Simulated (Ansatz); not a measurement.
## Os (P6_3/mmc, 2 atoms in the cell): modes against biaxial strain in the (0001) plane, that of a and b

Aim: how do the optical modes of Os (P6_3/mmc, 2 atoms in the cell) shift and split under this strain?

Method: DFT PBEsol, scalar-relativistic, plane waves, PAW; PAW set soft_1, in Ansatz 0.2.0.

Report form: the programs' logs are mostly left out.

**1. Set-up**

Symmetry: P6_3/mmc, No. 194, hexagonal system. Conventional cell: a = 2.734 Å, b = 2.734 Å, c = 4.320 Å, α = 90.00°, β = 90.00°, γ = 120.00°. Os has 12 Os at 2.68 to 2.73 Å nearest.

Coordinates:

```cif
data_structure
_symmetry_space_group_name_H-M 'P6_3/mmc'
_symmetry_Int_Tables_number 194
_cell_length_a 2.7341
_cell_length_b 2.7341
_cell_length_c 4.3197
_cell_angle_alpha 90.000
_cell_angle_beta 90.000
_cell_angle_gamma 120.000
_cell_volume 27.96
loop_
_atom_site_label
_atom_site_type_symbol
_atom_site_symmetry_multiplicity
_atom_site_Wyckoff_symbol
_atom_site_fract_x
_atom_site_fract_y
_atom_site_fract_z
_atom_site_occupancy
Os1 Os 2 c 0.33333 0.66667 0.25000 1
```

**2. Bringing the structure to rest**

Harmonic phonons are second derivatives at a point where the forces vanish, and they are wanted at zero stress, so atoms and cell are relaxed first.

Input file input.yaml:

```yaml
crystal:
  lattice:
    - [2.7341, 0.0, 0.0]
    - [-1.36705, 2.3678000565, 0.0]
    - [0.0, 0.0, 4.3197]
  atoms:
    - { symbol: Os, position: [0.33333333, 0.66666667, 0.25] }
    - { symbol: Os, position: [0.66666667, 0.33333333, 0.75] }
kpoints:
  mp_grid: { grid: [18, 18, 10] }
hamiltonian:
  xc: pbesol
  pseudopotentials: { kind: paw, azcp: { folder: soft_1 }, xc_functional: pbe }
scf:
  occupations: { method: gaussian, width: 0.1 }
output:
  forces: true
  stress: true
  eigenvalues: true
  write_density: true
  write_potential: true
  elf: true
  volumetric_format: npy
relax:
  adjacent_minimum: "off"
  f_tol: 0.005
  max_steps: 80
  cell: { stress_tol: 0.05 }
```

Command:

```console
$ ansatz run input.yaml --threads 4 --pin off --max-ram 10240MiB --backend cpu --events-out ev --progress --plain --runs-dir out
```

Wall time 6.8 s (4 threads of Arm Neoverse V2, shared host); peak memory 0.41 GiB; 25 s of CPU time.

The steps of the relaxation:

```csv
step,energy less that of the first step (eV),largest force component (eV/Å),pressure (GPa),volume (Å³)
1,0.0000,0.0000,-2.72,27.96
2,0.0052,0.0000,6.07,27.41
3,-0.0017,0.0000,-0.07,27.79
4,-0.0017,0.0000,0.00,27.79
5*,-0.0016,0.0000,0.00,27.79
```

Relaxation steps marked * repeat the geometry before them on a plane-wave basis chosen anew for their cell, so energy and pressure can jump there. Relaxation step 2 was tried and not accepted.

Forces are held to the 24 operations that the run works with; a distortion that breaks them can't arise in this run.

```csv
"conventional cell, symmetrised",before,after,change
a (Å),2.734,2.727,-0.2 %
b (Å),2.734,2.727,-0.2 %
c (Å),4.320,4.313,-0.1 %
volume (Å³/atom),13.98,13.89,-0.6 %
```

The relaxed structure:

```xyz
2
Lattice="2.7273 0.0000 0.0000 -1.3636 2.3619 0.0000 0.0000 0.0000 4.3135" Properties=species:S:1:pos:R:3 pbc="T T T"
Os    0.0000    1.5746    1.0784
Os    1.3636    0.7873    3.2351
```

This step gave:

| Property | Result |
| --- | --- |
| pressure | 0.004366 GPa |
| volume per atom | 13.89 Å³ |
| gap on the k-mesh | 0 eV |

ELF in the ac plane at fractional y = 0.333, with atoms of Os within 0.2 Å of it. It is the smooth field of the valence electrons, not physical close to the nuclei.

Ten even steps from '_' (0.24) to '@' (0.61):
```
::::::::::::....::::::......
..::--::....::==**####**==..
....--::....++%%@@@@@@@@##--
::..--::..--##@@@@%%%%@@@@**
::..--::..==%%@@##++++%%@@##
::..--::..==%%@@##++++%%@@##
::..--::..--##@@@@%%%%@@@@**
....--::....++%%@@@@@@@@##--
..::--::....::==**####**==..
::::::::::::....::::::......
--::....::--::..________::--
::______..::----::....::----
..________..::------------::
....::::......::::----::....
::--====--::....::::::......
::==++++==::..__..::::..__..
::==++++==::..__..::::..__..
::--====--::....::::::......
....::::......::::----::....
..________..::------------::
::______..::----::....::----
--::....::--::..________::--
```
Columns run along a (2.7 Å), rows up along c (4.3 Å). Atoms in or near the plane, at fractional coordinates: Os at (0.67, 0.75).

Valence density in the ac plane at fractional y = 0.333, with atoms of Os within 0.2 Å of it. It is the smooth field of the valence electrons, not physical close to the nuclei.

Ten even steps from '0' (0.3 e/Å³) to '9' (8.6 e/Å³):
```
00000000011000
00000001233210
00000013566531
00000135898742
00000137999862
00000137999862
00000135898742
00000013566531
00000001233210
00000000011000
00000000000000
00000000000000
00000000000000
00000000000000
01111000000000
01221000000000
01221000000000
01111000000000
00000000000000
00000000000000
00000000000000
00000000000000
```
Columns run along a (2.7 Å), rows up along c (4.3 Å). Atoms in or near the plane, at fractional coordinates: Os at (0.67, 0.75).

Electrostatic potential energy in the ac plane at fractional y = 0.333, with atoms of Os within 0.2 Å of it. With pseudopotentials it is smooth inside the atoms' cores, unlike the true potential.

Ten even steps from '0' (-53 eV) to '9' (26 eV):
```
99999998766789
99999875433468
89999853111246
79998641000024
79998631000014
79998631000014
79998641000024
89999853111246
99999875433468
99999998766789
99999999989999
99999999999999
98888999999999
87777899999999
76666789999998
75556789999998
75556789999998
76666789999998
87777899999999
98888999999999
99999999999999
99999999989999
```
Columns run along a (2.7 Å; values clipped at the 3rd and 97th percentile), rows up along c (4.3 Å). Atoms in or near the plane, at fractional coordinates: Os at (0.67, 0.75).

In this step the volume went from 13.98 to 13.89 Å³/atom.

**3. Tight relaxation**

Phonons need small forces and stress, so the relaxation is finished with tight tolerances on 18×18×12 k points.

Input file input.yaml:

```yaml
crystal:
  lattice:
    - [2.727274432, 0.0, 0.0]
    - [-1.363637216, 2.3618889412, 0.0]
    - [0.0, 0.0, 4.3134858279]
  atoms:
    - { symbol: Os, position: [0.3333333333, 0.6666666667, 0.25] }
    - { symbol: Os, position: [0.6666666667, 0.3333333333, 0.75] }
kpoints:
  mp_grid: { grid: [18, 18, 12] }
hamiltonian:
  xc: pbesol
  pseudopotentials: { kind: paw, azcp: { folder: soft_1 }, xc_functional: pbe }
scf:
  occupations: { method: methfessel_paxton, width: 0.2 }
output:
  forces: true
  stress: true
  eigenvalues: true
relax:
  adjacent_minimum: "off"
  f_tol: 0.001
  max_steps: 60
  cell: { stress_tol: 0.01 }
```

The job ended after 5.7 s (4 threads; peak memory 0.41 GiB; 21 s of CPU time).

Little changed from the start: no atom moved by 0.005 Å and no cell edge by 0.1 %.

Numbers from this step:

```
pressure : -3.13e-4 GPa
```

The forces vanish by symmetry and the pressure is 0.000 GPa, within the tolerances set. The cell now holds 13.89 Å³/atom.

**4. Modes at rest**

The force constants come from the linear response of the density to a displacement.

The modes at rest are the reference of the series.

input.yaml, the sections that differ from step 3:

```yaml
crystal:
  lattice:
    - [2.7278821753, 0.0, 0.0]
    - [-1.3639410877, 2.3624152623, 0.0]
    - [0.0, 0.0, 4.3111672212]
  atoms:
    - { symbol: Os, position: [0.3333333333, 0.6666666667, 0.25] }
    - { symbol: Os, position: [0.6666666667, 0.3333333333, 0.75] }
output:
  eigenvalues: true
phonons:
  method: dfpt
# kpoints, hamiltonian, scf: as in step 3
# relax: removed
```

Run time: 19 s. Hardware: 4 threads; peak memory 1.2 GiB; 70 s of CPU time.

Numbers from this step:

```
sum-rule residual before enforcement                    : 1.38e-5 eV/Å²
point group                                             : 6/mmm
highest optical mode at the zone centre (no LO-TO term) : 225.2 cm⁻¹
lowest optical zone-centre mode                         : 166.3 cm⁻¹
```

Patterns of degenerate modes are one choice out of their space. Modes at Γ:

```csv
mode,frequency (cm⁻¹),symmetry
1,0.0,acoustic
2,0.0,acoustic
3,0.0,acoustic
4,166.3,E2g
5,166.3,E2g
6,225.2,B1g
```

Displacements in mode 5 (166.3 cm⁻¹), the largest set to 1:
```
Os1  0.00  1.00  0.00
Os2  0.00 -1.00  0.00
```

Displacements in mode 6 (225.2 cm⁻¹), the largest set to 1:
```
Os1  0.00  0.00  1.00
Os2  0.00  0.00 -1.00
```

Before it was imposed, the acoustic sum rule was missed by 1.4e-5 eV/Å². Small misses are needed for a sound result but don't prove that mesh and cutoff are converged. The lowest optical mode is real, 166 cm⁻¹.

**5. A member of the series: biaxial strain of +4 % in the (0001) plane, that of a and b**

The cell takes a biaxial strain of +4 % in the (0001) plane, that of a and b. The strained lengths are held, while the rest of the cell and the atoms relax.

input.yaml, the sections that differ from step 4:

```yaml
crystal:
  lattice:
    - [2.8369974624, 0.0, 0.0]
    - [-1.4184987312, 2.4569118729, 0.0]
    - [0.0, 0.0, 4.2383894557]
  atoms:
    - { symbol: Os, position: [0.3333333333, 0.6666666667, 0.25] }
    - { symbol: Os, position: [0.6666666667, 0.3333333333, 0.75] }
output:
  forces: true
  stress: true
  eigenvalues: true
relax:
  adjacent_minimum: "off"
  f_tol: 0.001
  max_steps: 60
  cell: { stress_tol: 0.01, fix: [a, b, gamma] }
# kpoints, hamiltonian, scf: as in step 4
# phonons: removed
```

It took 8 s on 4 threads; peak memory 0.42 GiB.

The steps of the relaxation:

```csv
step,energy less that of the first step (eV),largest force component (eV/Å),pressure (GPa),volume (Å³)
1,0.0000,0.0000,-20.75,29.54
2,0.0043,0.0000,-14.39,29.09
3,-0.0025,0.0000,-18.55,29.38
4,-0.0025,0.0000,-18.48,29.37
5*,-0.0024,0.0000,-18.47,29.37
```

Relaxation steps marked * repeat the geometry before them on a plane-wave basis chosen anew for their cell, so energy and pressure can jump there. Relaxation step 2 was tried and not accepted.

Forces are held to the 24 operations that the run works with; a distortion that breaks them can't arise in this run.

```csv
"conventional cell, symmetrised",before,after,change
a (Å),2.837,2.837,+0.0 %
b (Å),2.837,2.837,+0.0 %
c (Å),4.238,4.214,-0.6 %
volume (Å³/atom),14.77,14.69,-0.6 %
```

The relaxed structure:

```xyz
2
Lattice="2.8370 0.0000 0.0000 -1.4185 2.4569 0.0000 0.0000 0.0000 4.2141" Properties=species:S:1:pos:R:3 pbc="T T T"
Os    0.0000    1.6379    1.0535
Os    1.4185    0.8190    3.1606
```

This step gave:

```yaml
pressure: -18.47 GPa
volume_per_atom: 14.69 Å³
```

The forces vanish by symmetry.

**6. Zone-centre modes of the member: biaxial strain of +4 % in the (0001) plane, that of a and b**

The zone-centre modes follow for biaxial strain of +4 % in the (0001) plane, that of a and b.

input.yaml, the sections that differ from step 5:

```yaml
crystal:
  lattice:
    - [2.8369974624, 0.0, 0.0]
    - [-1.4184987312, 2.4569118729, 0.0]
    - [0.0, 0.0, 4.2141411728]
  atoms:
    - { symbol: Os, position: [0.3333333333, 0.6666666667, 0.25] }
    - { symbol: Os, position: [0.6666666667, 0.3333333333, 0.75] }
output:
  eigenvalues: true
phonons:
  method: dfpt
# kpoints, hamiltonian, scf: as in step 5
# relax: removed
```

The job ended after 21 s (4 threads; peak memory 1.3 GiB; 79 s of CPU time).

This step gave:

```
sum-rule residual before enforcement                    : 5.82e-5 eV/Å²
highest optical mode at the zone centre (no LO-TO term) : 228.8 cm⁻¹
lowest optical zone-centre mode                         : 168.6 cm⁻¹
```

Patterns of degenerate modes are one choice out of their space. Modes at Γ:

```csv
mode,frequency (cm⁻¹),symmetry
1,0.0,acoustic
2,0.0,acoustic
3,0.0,acoustic
4,168.6,E2g
5,168.6,E2g
6,228.8,B1g
```

The lowest optical mode is real, 169 cm⁻¹, and the highest lies at 228.8 cm⁻¹.

**7. A member of the series: biaxial strain of -4 % in the (0001) plane, that of a and b**

The cell takes a biaxial strain of -4 % in the (0001) plane, that of a and b. The strained lengths are held, while the rest of the cell and the atoms relax.

input.yaml, the sections that differ from step 6:

```yaml
crystal:
  lattice:
    - [2.6187668883, 0.0, 0.0]
    - [-1.3093834441, 2.2679186518, 0.0]
    - [0.0, 0.0, 4.3788527718]
  atoms:
    - { symbol: Os, position: [0.3333333333, 0.6666666667, 0.25] }
    - { symbol: Os, position: [0.6666666667, 0.3333333333, 0.75] }
output:
  forces: true
  stress: true
  eigenvalues: true
relax:
  adjacent_minimum: "off"
  f_tol: 0.001
  max_steps: 60
  cell: { stress_tol: 0.01, fix: [a, b, gamma] }
# kpoints, hamiltonian, scf: as in step 6
# phonons: removed
```

Wall time 6.8 s (4 threads); peak memory 0.41 GiB; 25 s of CPU time.

Step by step:

```csv
step,energy less that of the first step (eV),largest force component (eV/Å),pressure (GPa),volume (Å³)
1,0.0000,0.0000,34.11,26.01
2,0.0029,0.0000,27.21,26.36
3,-0.0022,0.0000,31.13,26.15
4,-0.0022,0.0000,31.22,26.15
5*,-0.0023,0.0000,31.22,26.15
```

Relaxation steps marked * repeat the geometry before them on a plane-wave basis chosen anew for their cell, so energy and pressure can jump there. Relaxation step 2 was tried and not accepted.

Forces are held to the 24 operations that the run works with; a distortion that breaks them can't arise in this run.

```csv
"conventional cell, symmetrised",before,after,change
a (Å),2.619,2.619,-0.0 %
b (Å),2.619,2.619,-0.0 %
c (Å),4.379,4.403,+0.5 %
volume (Å³/atom),13.00,13.07,+0.5 %
```

Final coordinates:

```cif
data_structure
_symmetry_space_group_name_H-M 'P 1'
_symmetry_Int_Tables_number 1
_cell_length_a 2.6188
_cell_length_b 2.6188
_cell_length_c 4.4029
_cell_angle_alpha 90.000
_cell_angle_beta 90.000
_cell_angle_gamma 120.000
_cell_volume 26.15
loop_
_atom_site_label
_atom_site_type_symbol
_atom_site_fract_x
_atom_site_fract_y
_atom_site_fract_z
_atom_site_occupancy
Os1 Os 0.33333 0.66667 0.25000 1
Os2 Os 0.66667 0.33333 0.75000 1
```

Numbers from this step:

| Quantity | Value |
| --- | --- |
| pressure | 31.22 GPa |
| volume per atom | 13.07 Å³ |

The forces vanish by symmetry.

**8. Zone-centre modes of the member: biaxial strain of -4 % in the (0001) plane, that of a and b**

The zone-centre modes follow for biaxial strain of -4 % in the (0001) plane, that of a and b.

input.yaml, the sections that differ from step 7:

```yaml
crystal:
  lattice:
    - [2.6187668883, 0.0, 0.0]
    - [-1.3093834441, 2.2679186518, 0.0]
    - [0.0, 0.0, 4.4029274861]
  atoms:
    - { symbol: Os, position: [0.3333333333, 0.6666666667, 0.25] }
    - { symbol: Os, position: [0.6666666667, 0.3333333333, 0.75] }
output:
  eigenvalues: true
phonons:
  method: dfpt
# kpoints, hamiltonian, scf: as in step 7
# relax: removed
```

Elapsed: 18 s, on 4 threads; peak memory 1.2 GiB; 67 s of CPU time.

Numbers from this step:

```
sum-rule residual before enforcement                    : 1.21e-5 eV/Å²
highest optical mode at the zone centre (no LO-TO term) : 214.1 cm⁻¹
lowest optical zone-centre mode                         : 162.8 cm⁻¹
```

Patterns of degenerate modes are one choice out of their space. Modes at Γ:

```csv
mode,frequency (cm⁻¹),symmetry
1,0.0,acoustic
2,0.0,acoustic
3,0.0,acoustic
4,162.8,E2g
5,162.8,E2g
6,214.1,B1g
```

Displacements in mode 4 (162.8 cm⁻¹), the largest set to 1:
```
Os1  0.00  1.00  0.00
Os2  0.00 -1.00  0.00
```

Displacements in mode 6 (214.1 cm⁻¹), the largest set to 1:
```
Os1  0.00  0.00  1.00
Os2  0.00  0.00 -1.00
```

The lowest optical mode is real, 163 cm⁻¹, and the highest lies at 214.1 cm⁻¹.

For the highest optical mode at the zone centre (no LO-TO term), step 4 gave 225 cm⁻¹; this run, with strain -4 %, gives 214 cm⁻¹ (-5 %).

**9. All members side by side**

The members are set side by side, also those not shown above.

Stress is positive in compression; energies are extrapolated to zero smearing, and E0 is that at rest; the edges not held and the atoms are relaxed in each cell; all runs use 18×18×12 k points and Methfessel-Paxton smearing of 0.2 eV. State of the crystal along the series:

```csv
strain (%),in-plane stress (GPa),free strain along c (%),E - E0 (meV/atom)
-4,46.83,2.128,148.4
-3,33.17,1.57,80.28
-2,20.75,1.048,34.07
-1,9.652,0.5365,8.078
0,-6.18e-4,0,0
1,-8.345,-0.5634,7.486
2,-15.65,-1.131,28.54
3,-22.12,-1.688,61.74
4,-27.71,-2.251,105.8
```

Optical modes are counted from below at rest and tracked from member to member by their patterns, and modes that stay within 0.3 cm⁻¹ of each other stand once; labels, where given, are those at rest; the edges not held and the atoms are relaxed in each cell; all runs use 18×18×12 k points and Methfessel-Paxton smearing of 0.2 eV. Optical modes along the series:

```csv
strain (%),optical mode 1 E2g (cm⁻¹),optical mode 2 B1g (cm⁻¹)
-4,162.8,214.1
-3,163.9,217.7
-2,165,220.6
-1,165.6,223.1
0,166.3,225.2
1,167.3,227
2,168.4,228.1
3,168.9,228.6
4,168.6,228.8
```

Value and slope at zero strain of a cubic (a lower polynomial where under five rows exist) through the rows within 2 % of rest. Slopes at rest:

```csv
mode,frequency (cm⁻¹),shift per percent of strain (cm⁻¹),shift per GPa of compressive stress (cm⁻¹)
optical mode 1 E2g,166.4,0.84,-0.09
optical mode 2 B1g,225.3,1.98,-0.22
```

**10. Summary of results**

```
members                                                          : 9
highest optical mode at the zone centre (no LO-TO term), at rest : 225.2 cm⁻¹
biaxial modulus in the (0001) plane, that of a and b             : 896 GPa
optical mode 1 E2g, shift per percent                            : 0.84 cm⁻¹
optical mode 2 B1g, shift per percent                            : 1.98 cm⁻¹
```

What this shows: The stress changes by 8.96 GPa for each percent, a biaxial modulus of 896 GPa in the (0001) plane, that of a and b. For each percent the free edge responds with -0.55 %. Within 2 % of rest optical mode 2 B1g bends away from a straight line, so a single slope holds only near rest. These are harmonic frequencies at zero temperature: anharmonic shifts, linewidths and thermal expansion are left out. Spin-orbit coupling is left out, which can matter for the heavy elements here. With no gap, or one that is small against the smearing, the frequencies hang on the k mesh and the smearing, most of all near Kohn anomalies. The PAW files were made for PBE; the program adapts parts of them to the functional of the run, but their partial waves stay those of PBE, an approximation that was not tested in this session. Only the zone centre was solved, so an instability at another wavevector cannot show here.

[Logs are printed without paths, hosts, clocks, repeated set-up lines and the standing remarks that a program may print on its own settings, such as how far it seeks lower states.]

[Hosts, paths, dates, database ids (printed as entryN), source tags and the programs' standing remarks are cut or masked in the printed files.]
